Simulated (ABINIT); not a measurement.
# SiSnSe3 (Pm-3m): zone-centre phonons

Which modes does SiSnSe3 (Pm-3m) have at the zone centre?

Program: ABINIT 10.8.3. Level of theory: DFT LDA, scalar-relativistic, plane waves, HGH norm-conserving pseudopotentials. Results are calculated unless marked as measured.

Report form: the programs' logs are mostly left out.

The structure was built from a prototype and need not be the compound's stable phase.

### 1. The structure

The structure is cubic, space group Pm-3m (No. 221). Conventional cell: a = 4.665 Å, b = 4.665 Å, c = 4.665 Å, α = 90.00°, β = 90.00°, γ = 90.00°. Sn has 12 Se at 3.30 Å nearest. Nearest to Si lie 6 Se at 2.33 Å. Se has 2 Si at 2.33 Å and 4 Sn at 3.30 Å nearest. Farther neighbours and most contacts between anions are not listed.

### 2. A first look

A first run with smearing and empty bands tells whether the crystal has a gap, which decides between fixed occupations and smearing later on.

probe.abi

```
# ground state
tolvrs 1.0d-08
prtden 1
prtwf 1

# basis, mesh and filling
ecut 26.0
ecutsm 3.0
ixc 7
ngkpt 4 4 4
nshiftk 1
shiftk 0.0 0.0 0.0
istwfk *1
occopt 7
tsmear 0.005
nband 20
nstep 100
diemac 9.0
prtebands 0
prtgsr 0
useylm 1

# cell and atoms
acell 8.815194426 8.815194426 8.815194426
rprim 
    1.0 0.0 0.0
    0.0 1.0 0.0
    0.0 0.0 1.0
ntypat 3
znucl 50 14 34
natom 5
typat 1 2 3 3 3
xred 
    0.0 0.0 0.0
    0.5 0.5 0.5
    0.5 0.5 0.0
    0.5 0.0 0.5
    0.0 0.5 0.5
pp_dirpath "./pseudo"
pseudos "Sn.hgh, Si.hgh, Se.hgh"
```

On the command line:

```bash
> OMP_NUM_THREADS=1 mpirun -n 2 abinit probe.abi > probe.log
```

Run time: 28 s. Hardware: 2 MPI ranks of Intel Xeon at 2.70GHz, shared host; 54 s of CPU time.

This step gave:

| Quantity | Value |
| --- | --- |
| volume per atom | 20.30 Å³ |
| pressure | 5.397 GPa |
| gap on the k-mesh | 0 eV |

No gap opens on this mesh, so smearing is kept.

### 3. Rough relaxation

The typed start is rough, so a first relaxation with smearing and loose thresholds takes it towards rest cheaply.

prerelax.abi

```
# relaxation
ionmov 2
optcell 2
dilatmx 1.15
chkdilatmx 0
ntime 40
tolmxf 3.0d-04
tolvrs 1.0d-10
prtwf 0
prtden 0
chksymtnons 0

# basis, mesh and filling
ecut 20.8
ecutsm 3.0
ixc 7
ngkpt 4 4 4
nshiftk 1
shiftk 0.0 0.0 0.0
istwfk *1
occopt 7
tsmear 0.005
nband 20
nstep 100
diemac 1000000.0
prtebands 0
prtgsr 0
useylm 1

# cell and atoms
acell 8.815194426 8.815194426 8.815194426
rprim 
    1.0 0.0 0.0
    0.0 1.0 0.0
    0.0 0.0 1.0
ntypat 3
znucl 50 14 34
natom 5
typat 1 2 3 3 3
xred 
    0.0 0.0 0.0
    0.5 0.5 0.5
    0.5 0.5 0.0
    0.5 0.0 0.5
    0.0 0.5 0.5
pp_dirpath "./pseudo"
pseudos "Sn.hgh, Si.hgh, Se.hgh"
```

On the command line:

```bash
> OMP_NUM_THREADS=1 mpirun -n 2 abinit prerelax.abi > prerelax.log
```

It took 1.8 min on 2 MPI ranks; 3.5 min of CPU time.

The steps of the relaxation:

```
step  energy less that of the first step (eV)  largest force (eV/Å)  volume (Å³)
   1                                   0.0000                0.0000       101.51
   2                                  -0.0509                0.0000       103.22
   3                                  -0.1209                0.0000       108.46
   4                                  -0.1218                0.0000       109.09
```

| conventional cell, symmetrised | before | after | change |
| --- | --- | --- | --- |
| a (Å) | 4.665 | 4.778 | +2.4 % |
| b (Å) | 4.665 | 4.778 | +2.4 % |
| c (Å) | 4.665 | 4.778 | +2.4 % |
| volume (Å³/atom) | 20.30 | 21.82 | +7.5 % |

Numbers from this step:

* volume per atom: 21.82 Å³
* pressure: 0.03263 GPa

The volume changes by +7.5 % in this run and stands +7.5 % from the first cell.

### 4. Relaxation

The harmonic expansion needs vanishing forces, and a free crystal bears no stress, so cell and atoms are brought to rest. Stress is more sensitive to the basis than forces are: the last 3 Ha under the cutoff are smoothed with ecutsm.

relax.abi

```
# relaxation
ionmov 2
optcell 2
dilatmx 1.08
ntime 40
tolmxf 1.0d-05
tolvrs 1.0d-14
prtwf 0
prtden 0
chksymtnons 0

# basis, mesh and filling
ecut 26.0
ecutsm 3.0
ixc 7
ngkpt 6 6 6
nshiftk 1
shiftk 0.0 0.0 0.0
istwfk *1
occopt 6
tsmear 0.01
nband 20
nstep 100
diemac 1000000.0
prtebands 0
prtgsr 0
useylm 1

# cell and atoms
acell 9.029522431 9.029522431 9.029522431
rprim 
    1.0 0.0 0.0
    0.0 1.0 0.0
    0.0 0.0 1.0
ntypat 3
znucl 50 14 34
natom 5
typat 1 2 3 3 3
xred 
    0.0 0.0 0.0
    0.5 0.5 0.5
    0.5 0.5 0.0
    0.5 0.0 0.5
    0.0 0.5 0.5
pp_dirpath "./pseudo"
pseudos "Sn.hgh, Si.hgh, Se.hgh"
```

On the command line:

```bash
> OMP_NUM_THREADS=1 mpirun -n 2 abinit relax.abi > relax.log
```

Run time: 2.7 min. Hardware: 2 MPI ranks.

Step by step:

```csv
step,energy less that of the first step (eV),largest force (eV/Å),volume (Å³)
1,0.0000,0.0000,109.09
2,-0.0004,0.0000,109.24
3,-0.0010,0.0000,109.79
```

| conventional cell, symmetrised | before | after | change |
| --- | --- | --- | --- |
| a (Å) | 4.778 | 4.788 | +0.2 % |
| b (Å) | 4.778 | 4.788 | +0.2 % |
| c (Å) | 4.778 | 4.788 | +0.2 % |
| volume (Å³/atom) | 21.82 | 21.96 | +0.6 % |

Final coordinates:

```xyz
5
Lattice="4.7884 0.0000 0.0000 0.0000 4.7884 0.0000 0.0000 0.0000 4.7884" Properties=species:S:1:pos:R:3 pbc="T T T"
Sn    0.0000    0.0000    0.0000
Si    2.3942    2.3942    2.3942
Se    2.3942    2.3942    0.0000
Se    2.3942    0.0000    2.3942
Se    0.0000    2.3942    2.3942
```

This step gave:

```
volume per atom : 21.96 Å³
pressure        : 0.002912 GPa
```

The volume changes by +0.6 % in this run and stands +8.2 % from the first cell.

### 5. Ground state

First-order wavefunctions inherit every error of the ground state, hence the very tight tolvrs. ecutsm is kept as in the relaxation, so that the cell stays at rest. Smearing stays on, as the first look found no gap above 0.3 eV.

gs.abi

```
# ground state
tolvrs 1.0d-16
prtden 1
prtwf 1

# basis, mesh and filling
ecut 26.0
ecutsm 3.0
ixc 7
ngkpt 6 6 6
nshiftk 1
shiftk 0.0 0.0 0.0
istwfk *1
occopt 6
tsmear 0.01
nband 20
nstep 100
diemac 1000000.0
prtebands 0
prtgsr 0
useylm 1

# cell and atoms
acell 9.0487551 9.0487551 9.0487551
rprim 
    1.0 0.0 0.0
    0.0 1.0 0.0
    0.0 0.0 1.0
ntypat 3
znucl 50 14 34
natom 5
typat 1 2 3 3 3
xred 
    0.0 0.0 0.0
    0.5 0.5 0.5
    0.5 0.5 0.0
    0.5 0.0 0.5
    0.0 0.5 0.5
pp_dirpath "./pseudo"
pseudos "Sn.hgh, Si.hgh, Se.hgh"
```

On the command line:

```bash
> OMP_NUM_THREADS=1 mpirun -n 2 abinit gs.abi > gs.log
```

The job ended after 43 s (2 MPI ranks; 85 s of CPU time).

This step gave:

```
pressure : 0.002902 GPa
```

The cell stands at 0.0029 GPa, close enough for phonons.

### 6. Linear response at Γ

At q = 0 one unit cell holds all displacements. The response is solved for single atoms along the cell's directions, and symmetry skips those that follow from others. The crystal is treated as a metal, which screens a static field, so no field response is asked.

dfpt_gamma.abi

```

# common to the responses
getwfk_filepath "gso_WFK"
kptopt 2
nqpt 1
qpt 0.0 0.0 0.0
asr 0
chneut 0

# displacements
rfphon 1
rfatpol 1 5
rfdir 1 1 1
tolvrs 1.0d-10
prtwf 0

# basis, mesh and filling
ecut 26.0
ecutsm 3.0
ixc 7
ngkpt 6 6 6
nshiftk 1
shiftk 0.0 0.0 0.0
istwfk *1
occopt 6
tsmear 0.01
nband 20
nstep 100
diemac 1000000.0
prtebands 0
prtgsr 0
useylm 1

# cell and atoms
acell 9.0487551 9.0487551 9.0487551
rprim 
    1.0 0.0 0.0
    0.0 1.0 0.0
    0.0 0.0 1.0
ntypat 3
znucl 50 14 34
natom 5
typat 1 2 3 3 3
xred 
    0.0 0.0 0.0
    0.5 0.5 0.5
    0.5 0.5 0.0
    0.5 0.0 0.5
    0.0 0.5 0.5
pp_dirpath "./pseudo"
pseudos "Sn.hgh, Si.hgh, Se.hgh"
```

On the command line:

```bash
> OMP_NUM_THREADS=1 mpirun -n 2 abinit dfpt_gamma.abi > dfpt_gamma.log
```

Wall time 7.2 min (2 MPI ranks).

Numbers from this step:

- largest acoustic frequency at the zone centre before the sum rule: -1.42 cm⁻¹
- highest optical zone-centre mode (no LO-TO term): 235.2 cm⁻¹
- lowest optical zone-centre mode: -117.0 cm⁻¹

The acoustic modes at Γ come out as far as 1.4 cm⁻¹ from zero, where they should vanish, a small numerical error. The lowest optical mode is imaginary, 117i cm⁻¹, an instability at this level and on this k mesh.

### 7. Modes with the sum rule

anaddb reads the merged derivatives and imposes the acoustic sum rule.

anaddb.abi

```
ddb_filepath "gamma_DDB"
output_file "anaddb.abo"
outdata_prefix "anaddb"
asr 1
chneut 1
enunit 2
eivec 1
nph1l 1
qph1l 0.0 0.0 0.0 1.0
```

mrgddb.in

```
gamma_DDB
merged
2
dfpt_gammao_DDB
gso_DDB
```

On the command line:

```bash
> mrgddb < mrgddb.in > mrgddb.log
> OMP_NUM_THREADS=1 anaddb anaddb.abi > anaddb.log
```

Elapsed: 0.71 s, on 1 thread.

No LO-TO term; unit eigenvectors of the mass-weighted matrix, from anaddb's displacements. The modes at Γ (shares of kinetic energy by element, %) (negative means imaginary):

| mode | frequency (cm⁻¹) | symmetry | Sn % | Si % | Se % |
| --- | --- | --- | --- | --- | --- |
| 1 | -117.0 | T1u | 31 | 13 | 56 |
| 2 | -117.0 | T1u | 31 | 13 | 56 |
| 3 | -117.0 | T1u | 31 | 13 | 56 |
| 4 | -74.7 | T2u | 0 | 0 | 100 |
| 5 | -74.7 | T2u | 0 | 0 | 100 |
| 6 | -74.7 | T2u | 0 | 0 | 100 |
| 7 | -50.8 | T1u | 38 | 34 | 27 |
| 8 | -50.8 | T1u | 38 | 34 | 27 |
| 9 | -50.8 | T1u | 38 | 34 | 27 |
| 10 | 0.0 | acoustic | 31 | 7 | 62 |
| 11 | 0.0 | acoustic | 31 | 7 | 62 |
| 12 | 0.0 | acoustic | 31 | 7 | 62 |
| 13 | 235.2 | T1u | 0 | 45 | 55 |
| 14 | 235.2 | T1u | 0 | 45 | 55 |
| 15 | 235.2 | T1u | 0 | 45 | 55 |

Displacements in mode 1 (-117.0 cm⁻¹), the largest set to 1:
```
Sn1  0.00  0.00  0.75
Si2  0.00  0.00  1.00
Se3  0.00  0.00  0.25
Se4  0.00  0.00 -0.86
Se5  0.00  0.00 -0.86
```

Displacements in mode 13 (235.2 cm⁻¹), the largest set to 1:
```
Sn1  0.00  0.00  0.01
Si2  0.00  0.00  1.00
Se3  0.00  0.00 -0.63
Se4  0.00  0.00  0.13
Se5  0.00  0.00  0.13
```

The rule moves no optical mode by more than 0.1 cm⁻¹.

### 8. Sum rules set otherwise (asr 0)

Without the rule the raw error of the acoustic modes shows.

Edit anaddb.abi of step 7 so:

```diff
@@ -3,4 +3,4 @@
 outdata_prefix "anaddb"
-asr 1
-chneut 1
+asr 0
+chneut 0
 enunit 2
```

mrgddb.in is that of step 7.

The job ended after 0.78 s (1 thread).

Zone-centre frequencies as printed; negative means imaginary. Modes:

```
mode  frequency (cm⁻¹)
   1              -117
   2              -117
   3              -117
   4            -74.71
   5            -74.71
   6            -74.71
   7            -50.76
   8            -50.76
   9            -50.76
  10             -1.42
  11             -1.42
  12             -1.42
  13             235.2
  14             235.2
  15             235.2
```

### 9. Outcome

| Property | Result |
| --- | --- |
| space group after relaxation | Pm-3m |
| volume per atom | 22.0 Å³ |
| highest optical zone-centre mode (no LO-TO term) | 235.2 cm⁻¹ |
| lowest optical zone-centre mode | -117.0 cm⁻¹ |
| imaginary optical modes at the zone centre (no q mesh in this session) | yes |

What this shows: At the LDA level the optical modes of SiSnSe3 (Pm-3m) at the zone centre run from 117i to 235 cm⁻¹, so the structure is a saddle point, with 9 modes beyond 10i cm⁻¹ there. These are harmonic frequencies at zero temperature: anharmonic shifts and linewidths and thermal expansion are left out. The HGH files keep few electrons and have no core correction, which is cheap but rough for Sn. In a metal the frequencies hang on the k mesh and the smearing, most of all near Kohn anomalies. The structure is a hypothetical one, built on a prototype.

[Host names and launcher messages were left out of these logs when they were recorded.]

[Logs are printed without paths, hosts, clocks, repeated set-up lines and the standing remarks that a program may print on its own settings, such as how far it seeks lower states.]

[Hosts, paths, dates, database ids (printed as entryN), source tags and the programs' standing remarks are cut or masked in the printed files.]
